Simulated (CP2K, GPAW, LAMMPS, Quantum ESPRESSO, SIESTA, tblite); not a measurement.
# CP2K runs on amorphous carbon (123 atoms)

How do the settings of CP2K change the result for amorphous carbon (123 atoms)? A plane-wave run serves as the yardstick.

Calculated with CP2K 2026.2; the method is named at each step.

## (1) The starting structure

The cell holds 123 atoms: 123 C. Its edges and angles: a = 11.143 Å, b = 11.143 Å, c = 11.143 Å, α = 90.0°, β = 90.0°, γ = 90.0°. 123 atoms (123 C) placed at random at 1.77 g/cm³, melted at 6000 K for 10 ps at fixed volume with the LCBOP (Los and Fasolino, Phys. Rev. B 68, 024107 (2003)). Quenched from 6000 K to 500 K at 120 K/ps and fixed volume, held 5 ps, then minimised at fixed cell.

The yardstick, on the same geometry:

```
method                 : Kohn-Sham DFT, PBE, SSSP efficiency 1.3.0 pseudopotentials, plane waves (Quantum ESPRESSO 7.5); sssp-pbe-1.3.0-efficiency, cutoffs 45/360 Ry, Γ point
r.m.s. force component : 1.346 eV/Å
longest force          : 5.589 eV/Å
pressure               : -9.254 GPa
time                   : 2.8 min on 4 MPI ranks of Arm Neoverse V1, shared host
CPU time               : 11 min
```

## (2) PBE, DZVP-UZH, 450/50 Ry, diagonalisation

Method: Kohn-Sham DFT, PBE, GTH-PBE pseudopotentials, Gaussian and plane waves, DZVP-MOLOPT (UZH set), diagonalisation.

File input.inp:

```
&GLOBAL
  PROJECT cell
  RUN_TYPE ENERGY_FORCE
  PRINT_LEVEL LOW
&END GLOBAL
&FORCE_EVAL
  METHOD QS
  STRESS_TENSOR ANALYTICAL
  &DFT
    BASIS_SET_FILE_NAME BASIS_MOLOPT_UZH
    POTENTIAL_FILE_NAME POTENTIAL_UZH
    &MGRID
      CUTOFF 450
      REL_CUTOFF 50
    &END MGRID
    &QS
      EPS_DEFAULT 1.0E-12
    &END QS
    &SCF
      SCF_GUESS ATOMIC
      EPS_SCF 5.0E-06
      MAX_SCF 200
      ADDED_MOS 55
      &DIAGONALIZATION
        ALGORITHM STANDARD
      &END DIAGONALIZATION
      &SMEAR ON
        METHOD FERMI_DIRAC
        ELECTRONIC_TEMPERATURE [K] 580
      &END SMEAR
      &MIXING
        METHOD BROYDEN_MIXING
        ALPHA 0.15
        NBROYDEN 12
      &END MIXING
      &PRINT
        &RESTART OFF
        &END RESTART
      &END PRINT
    &END SCF
    &XC
      &XC_FUNCTIONAL PBE
      &END XC_FUNCTIONAL
    &END XC
    &PRINT
      &MULLIKEN ON
      &END MULLIKEN
      &HIRSHFELD ON
        SHAPE_FUNCTION DENSITY
      &END HIRSHFELD
      &MO ON
        EIGENVALUES T
        OCCUPATION_NUMBERS T
        MO_INDEX_RANGE 235 258
        &EACH
          QS_SCF 0
        &END EACH
        ADD_LAST NUMERIC
      &END MO
    &END PRINT
  &END DFT
  &SUBSYS
    &CELL
      A 11.14320 0.00000 0.00000
      B 0.00000 11.14320 0.00000
      C 0.00000 0.00000 11.14320
    &END CELL
    &TOPOLOGY
      COORD_FILE_NAME structure.xyz
      COORD_FILE_FORMAT XYZ
    &END TOPOLOGY
    &KIND C
      BASIS_SET DZVP-MOLOPT-PBE-GTH-q4
      POTENTIAL GTH-PBE-q4
    &END KIND
  &END SUBSYS
  &PRINT
    &FORCES ON
    &END FORCES
    &STRESS_TENSOR ON
    &END STRESS_TENSOR
  &END PRINT
&END FORCE_EVAL
```

File structure.xyz:

```xyz
123

C 6.30627 7.78497 6.99659
C 0.80153 5.44590 9.11536
C 5.25146 7.17265 3.66099
C 10.37911 7.91524 0.80833
C 8.61124 4.97700 6.10959
C 4.53227 8.09353 10.86885
C 1.80910 6.13857 9.91544
C 5.17914 4.66265 3.16979
C 3.56371 3.85477 9.04293
C 7.98522 1.03353 6.02112
C 9.80824 1.08691 0.31335
C 1.39401 11.01650 5.61818
C 1.07888 4.11251 8.68947
C 3.02527 6.31652 9.13174
C 2.92810 7.16931 5.60770
C 9.00616 8.17565 0.48005
C 3.80429 1.33841 8.62941
C 2.62968 8.68913 8.31227
C 0.86460 7.84671 6.57772
C 6.37280 9.26122 2.85756
C 4.27275 9.44264 10.31894
C 8.88213 10.53868 7.92326
C 10.19135 6.30761 7.49269
C 6.38940 3.08243 5.01043
C 8.09442 5.90155 5.12231
C 4.56437 2.33205 2.31177
C 11.04269 8.26157 2.03230
C 7.55788 0.07555 1.98360
C 2.04210 10.54693 4.54977
C 2.79204 10.78695 1.27935
C 5.72159 6.71957 4.93577
C 6.42762 10.69948 2.75906
C 0.04647 3.13815 8.50806
C 10.86406 1.43926 10.50492
C 10.65635 7.44823 9.58393
C 3.17681 10.33487 3.75180
C 9.55529 9.94709 3.05012
C 0.27334 9.79487 8.01452
C 8.03090 8.06924 1.47480
C 0.19189 10.75820 1.63192
C 4.36724 2.41440 10.91354
C 10.02453 2.99407 6.33625
C 7.89117 9.46013 5.93554
C 8.43574 1.00534 11.03021
C 5.26238 2.15387 4.87693
C 10.10599 0.44027 1.51715
C 0.74827 7.21723 2.64963
C 7.49235 4.81442 9.05396
C 7.61894 8.62863 2.68351
C 7.78843 5.93609 8.18111
C 5.27274 7.12173 6.25680
C 10.86117 6.31006 8.73972
C 4.91393 10.59317 11.03522
C 10.79832 7.06869 6.45916
C 5.41203 7.19884 10.11758
C 5.11573 1.65209 3.47178
[... 63 atom lines left out ...]
C 10.00303 9.61346 8.35818
C 4.92050 6.08107 2.76663
C 7.32732 0.37898 0.58959
C 3.37840 9.76880 9.16584
```

Started as:

```sh
> OMP_NUM_THREADS=1 mpirun -np 4 cp2k.psmp -i input.inp > output.txt
```

Numbers of over 12 decimals in the logs are rounded to 6 here.

Output:

```text
CP2K| version string:                                       CP2K version 2026.2
 CP2K| Input file name                                                 input.inp
 GLOBAL| Basis set file name                                    BASIS_MOLOPT_UZH
 GLOBAL| Potential file name                                       POTENTIAL_UZH
 GLOBAL| Run type                                                   ENERGY_FORCE
 GLOBAL| Total number of message passing processes                             4
 GLOBAL| Number of threads for this process                                    1
 TOTAL NUMBERS AND MAXIMUM NUMBERS
  Total number of            - Atomic kinds:                                   1
                             - Atoms:                                        123
                             - Shell sets:                                   123
                             - Shells:                                       615
                             - Primitive Cartesian functions:                615
                             - Cartesian basis functions:                   1722
                             - Spherical basis functions:                   1599
  Maximum angular momentum of- Orbital basis functions:                        2
                             - Local part of the GTH pseudopotential:          2
                             - Non-local part of the GTH pseudopotential:      0
 SCF PARAMETERS         Density guess:                                    ATOMIC
                        max_scf:                                             200
                        eps_scf:                                        5.00E-06
                        added MOs                                        55    0
                        Mixing method:                            BROYDEN_MIXING
                                                charge density mixing in g-space
                        Smear method:                                FERMI_DIRAC
                        Electronic temperature [K]:                        580.0
                        Electronic temperature [a.u.]:                  1.84E-03
                        Accuracy threshold:                             1.00E-10
 Extrapolation method: initial_guess
 Number of electrons:                                                        492
 Number of occupied orbitals:                                                246
 Number of molecular orbitals:                                               301
 Number of orbital functions:                                               1599
 Number of independent orbital functions:                                   1599
 SCF WAVEFUNCTION OPTIMIZATION
  Step     Update method      Time    Convergence         Total energy    Change
     1 NoMix/Diag. 0.15E+00    5.0     0.73944610      -700.6986000243 -7.01E+02
     2 Broy./Diag. 0.15E+00    6.5     0.33570853      -649.1961706495  5.15E+01
     3 Broy./Diag. 0.15E+00    6.4     0.19472426      -665.0466576847 -1.59E+01
     4 Broy./Diag. 0.15E+00    6.6     0.33579871      -684.7710074840 -1.97E+01
[...]
24 Broy./Diag. 0.15E+00    6.6     0.00000705      -696.0440086806  2.13E-04
    25 Broy./Diag. 0.15E+00    6.6     0.00000384      -696.0439202923  8.84E-05
  *** SCF run converged in    25 steps ***
  Electronic density on regular grids:       -491.9999999999        0.0000000001
  Core density on regular grids:              491.9999999996       -0.0000000004
  Total charge density on r-space grids:       -0.0000000003
  Total charge density g-space grids:          -0.0000000003
  Overlap energy of the core charge distribution:               1.19971e-05
  Self energy of the core charge distribution:              -1639.801167
  Core Hamiltonian energy:                                    503.293994
  Hartree energy:                                             651.229418
  Exchange-correlation energy:                               -210.754614
  Electronic entropic energy:                                  -0.011563
  Fermi energy:                                                 0.119229
  Total energy:                                              -696.043920
  Total energy (extrapolated to T->0):                       -696.038139
 MO| EIGENVALUES AND OCCUPATION NUMBERS
 MO|
 MO|  Index      Eigenvalue [a.u.]        Eigenvalue [eV]             Occupation
 MO|    235               0.095467               2.597795               1.999995
 MO|    236               0.098818               2.688976               1.999970
 MO|    237               0.100386               2.731635               1.999930
[...]
MO|    257               0.148994               4.054342               0.000000
 MO|    258               0.149197               4.059858               0.000000
 MO| Sum:                                                             492.000000
 MO| E(Fermi):            0.119229 a.u.          3.244375 eV
 !-----------------------------------------------------------------------------!
                     Mulliken Population Analysis
 #  Atom  Element  Kind  Atomic population                           Net charge
       1     C        1          4.011677                             -0.011677
       2     C        1          3.963222                              0.036778
       3     C        1          3.990495                              0.009505
[...]
122     C        1          4.005699                             -0.005699
     123     C        1          3.998271                              0.001729
 # Total charge                            492.000000                  0.000000
 !-----------------------------------------------------------------------------!
 !-----------------------------------------------------------------------------!
                           Hirshfeld Charges
  #Atom  Element  Kind  Ref Charge     Population                    Net charge
      1       C      1       4.000          4.010                        -0.010
      2       C      1       4.000          3.990                         0.010
      3       C      1       4.000          3.997                         0.003
[...]
122       C      1       4.000          4.007                        -0.007
    123       C      1       4.000          3.994                         0.006
  Total Charge                                                           -0.000
 !-----------------------------------------------------------------------------!
 ENERGY| Total FORCE_EVAL ( QS ) energy [hartree]           -696.043872
 FORCES| Atomic forces [hartree/bohr]
 FORCES|   Atom     x               y               z               |f|
 FORCES|      1  2.06929724E-02 -1.20236108E-02  2.28797220E-02   3.31096361E-02
 FORCES|      2 -1.25447813E-03  8.32756350E-03  8.01613492E-03   1.16267127E-02
 FORCES|      3  3.79821420E-04 -3.14546615E-02 -1.75893502E-02   3.60406054E-02
[...]
FORCES|    122  2.26075412E-02  8.48100883E-03  3.90743424E-03   2.44600996E-02
 FORCES|    123  8.44834463E-03 -2.13151126E-02  8.93914558E-03   2.46092843E-02
 FORCES| Sum     2.60608030E-05 -2.84614222E-04 -6.39482091E-05
 FORCES| Total atomic force                                       2.92871634E-04
 STRESS| Analytical stress tensor [bar]
 STRESS|                        x                   y                   z
 STRESS|      x       -8.59140686152E+04   3.20197423885E+04   6.89638741577E+03
 STRESS|      y        3.20197423885E+04  -7.16959106129E+04   2.08901426395E+04
 STRESS|      z        6.89638741577E+03   2.08901426395E+04  -9.22453599013E+04
 STRESS| 1/3 Trace                                            -8.32851130431E+04
```

It took 3 min on 4 MPI ranks of Arm Neoverse V1, shared host; peak memory 3.6 GiB.

Banners, paths, timers and routine set-up lines are dropped from the logs unmarked, and long logs keep their key lines alone; longer cuts are marked.

Numbers from this run, and their distance from the reference:

* r.m.s. force component: 1.359 eV/Å
* r.m.s. difference of force components: 31.15 meV/Å
* longest difference of force vectors: 110.5 meV/Å
* force difference over r.m.s. force: 2.315 %
* slope of forces against the reference's: 1.009
* correlation of force components: 0.9998
* pressure: -8.329 GPa
* pressure difference: 0.9252 GPa

The surroundings of C113, whose charge lies farthest from its element's mean, nearest first, numbered as they follow in the input and with coordinates relative to it.

```
atom      x      y      z  distance (Å)  bonds  Hirshfeld charge (e)     Fx     Fy  Fz (eV/Å)
C113   0.00   0.00   0.00          0.00      2                 -0.06   1.31   0.30      -0.19
C109  -0.25   1.37  -0.33          1.43      3                 -0.03   1.55  -2.61       0.76
C104   1.23  -0.61   0.45          1.44      3                 -0.03  -1.47   2.22      -0.81
 C76   0.97   2.11  -0.39          2.36      3                  0.01   1.00  -0.57       0.80
  C8   2.15   0.32   1.09          2.44      3                 -0.02  -0.78   0.77       1.46
 C26   1.54  -2.01   0.23          2.54      3                  0.00   1.19  -1.33       1.58
C102  -1.47   2.11  -0.55          2.63      3                  0.02  -1.98   1.31      -0.71
C121   1.89   1.74   0.69          2.66      3                  0.00   0.52  -1.36       0.39
 C96   1.30  -2.66  -1.09          3.16      3                 -0.02   0.70   2.17      -1.05
```

Forces lie 2.3 % from the reference's, at 1.1 times its CPU time.

## (3) PBE, TZV2P-MOLOPT, 450/50 Ry, diagonalisation

Method: Kohn-Sham DFT, PBE, GTH-PBE pseudopotentials, Gaussian and plane waves, TZV2P-MOLOPT-GTH, diagonalisation.

input.inp, as its differences from that of step 2:

```diff
@@ -9,4 +9,4 @@
   &DFT
-    BASIS_SET_FILE_NAME BASIS_MOLOPT_UZH
-    POTENTIAL_FILE_NAME POTENTIAL_UZH
+    BASIS_SET_FILE_NAME BASIS_MOLOPT
+    POTENTIAL_FILE_NAME GTH_POTENTIALS
     &MGRID
@@ -67,8 +67,31 @@
     &END CELL
-    &TOPOLOGY
-      COORD_FILE_NAME structure.xyz
-      COORD_FILE_FORMAT XYZ
-    &END TOPOLOGY
+    &COORD
+      C 6.30627 7.78497 6.99659
+      C 0.80153 5.44590 9.11536
+      C 5.25146 7.17265 3.66099
+      C 10.37911 7.91524 0.80833
+      C 8.61124 4.97700 6.10959
+      C 4.53227 8.09353 10.86885
+      C 1.80910 6.13857 9.91544
+      C 5.17914 4.66265 3.16979
+      C 3.56371 3.85477 9.04293
+      C 7.98522 1.03353 6.02112
+      C 9.80824 1.08691 0.31335
+      C 1.39401 11.01650 5.61818
+      C 1.07888 4.11251 8.68947
+      C 3.02527 6.31652 9.13174
+      C 2.92810 7.16931 5.60770
+      C 9.00616 8.17565 0.48005
+      C 3.80429 1.33841 8.62941
+      C 2.62968 8.68913 8.31227
+      C 0.86460 7.84671 6.57772
+      C 6.37280 9.26122 2.85756
+[... 99 atom lines left out ...]
+      C 10.00303 9.61346 8.35818
+      C 4.92050 6.08107 2.76663
+      C 7.32732 0.37898 0.58959
+      C 3.37840 9.76880 9.16584
+    &END COORD
     &KIND C
-      BASIS_SET DZVP-MOLOPT-PBE-GTH-q4
+      BASIS_SET TZV2P-MOLOPT-GTH-q4
       POTENTIAL GTH-PBE-q4
```

Output:

```text
CP2K| version string:                                       CP2K version 2026.2
 CP2K| Input file name                                                 input.inp
 GLOBAL| Basis set file name                                        BASIS_MOLOPT
 GLOBAL| Potential file name                                      GTH_POTENTIALS
 GLOBAL| Run type                                                   ENERGY_FORCE
 GLOBAL| Total number of message passing processes                             4
 GLOBAL| Number of threads for this process                                    1
 TOTAL NUMBERS AND MAXIMUM NUMBERS
  Total number of            - Atomic kinds:                                   1
                             - Atoms:                                        123
[... lines left out ...]
                        Smear method:                                FERMI_DIRAC
[... lines left out ...]
 Number of electrons:                                                        492
[... lines left out ...]
  Step     Update method      Time    Convergence         Total energy    Change
[... lines left out ...]
  *** SCF run converged in    24 steps ***
[... lines left out ...]
  Fermi energy:                                                 0.117752
  Total energy:                                              -696.410562
  Total energy (extrapolated to T->0):                       -696.404692
[... lines left out ...]
 MO| E(Fermi):            0.117752 a.u.          3.204197 eV
[... lines left out ...]
 !-----------------------------------------------------------------------------!
 !-----------------------------------------------------------------------------!
                           Hirshfeld Charges
  #Atom  Element  Kind  Ref Charge     Population                    Net charge
      1       C      1       4.000          4.009                        -0.009
      2       C      1       4.000          3.990                         0.010
      3       C      1       4.000          3.997                         0.003
[...]
122       C      1       4.000          4.007                        -0.007
    123       C      1       4.000          3.995                         0.005
  Total Charge                                                           -0.000
 !-----------------------------------------------------------------------------!
 ENERGY| Total FORCE_EVAL ( QS ) energy [hartree]           -696.410521
 FORCES| Atomic forces [hartree/bohr]
 FORCES|   Atom     x               y               z               |f|
 FORCES|      1  2.02946114E-02 -1.18053861E-02  2.24222725E-02   3.24653153E-02
 FORCES|      2 -9.00392177E-04  7.98005578E-03  7.47642319E-03   1.09721876E-02
 FORCES|      3  3.29506104E-04 -3.10501565E-02 -1.79580586E-02   3.58707772E-02
[...]
FORCES|    122  2.25601918E-02  7.71402892E-03  3.95314800E-03   2.41680755E-02
 FORCES|    123  8.22837913E-03 -2.07758777E-02  9.20573048E-03   2.41679290E-02
 FORCES| Sum     1.83426170E-05 -2.61154038E-04 -5.13572079E-05
 FORCES| Total atomic force                                       2.66787267E-04
 STRESS| Analytical stress tensor [bar]
 STRESS|                        x                   y                   z
 STRESS|      x       -9.37049089376E+04   3.24666315341E+04   6.62241484150E+03
 STRESS|      y        3.24666315341E+04  -7.93547782565E+04   2.06341624819E+04
 STRESS|      z        6.62241484150E+03   2.06341624819E+04  -9.94754348794E+04
 STRESS| 1/3 Trace                                            -9.08450406912E+04
```

Elapsed: 30 min, on 4 MPI ranks; peak memory 4.8 GiB.

Numbers from this run, and their distance from the reference:

- r.m.s. force component: 1.339 eV/Å
- r.m.s. difference of force components: 13.99 meV/Å
- longest difference of force vectors: 45.3 meV/Å
- force difference over r.m.s. force: 1.04 %
- slope of forces against the reference's: 0.9951
- correlation of force components: 1
- pressure: -9.085 GPa
- pressure difference: 0.1692 GPa

Against the first run (2.3 %), the force difference from the reference is 1.0 %, at 9.9 times the CPU time, with 2706 basis functions against 1599; this set comes with other potentials too, so the change isn't the basis's alone.

(Continued in part 2 of 2.)

[Also dropped from logs without a mark: logging warnings of Python, and SIESTA's first energy breakdown and zero terms.]

[Logs are printed without paths, hosts, clocks, repeated set-up lines and the standing remarks that a program may print on its own settings, such as how far it seeks lower states.]

[Hosts, paths, dates, database ids (printed as entryN), source tags and the programs' standing remarks are cut or masked in the printed files.]
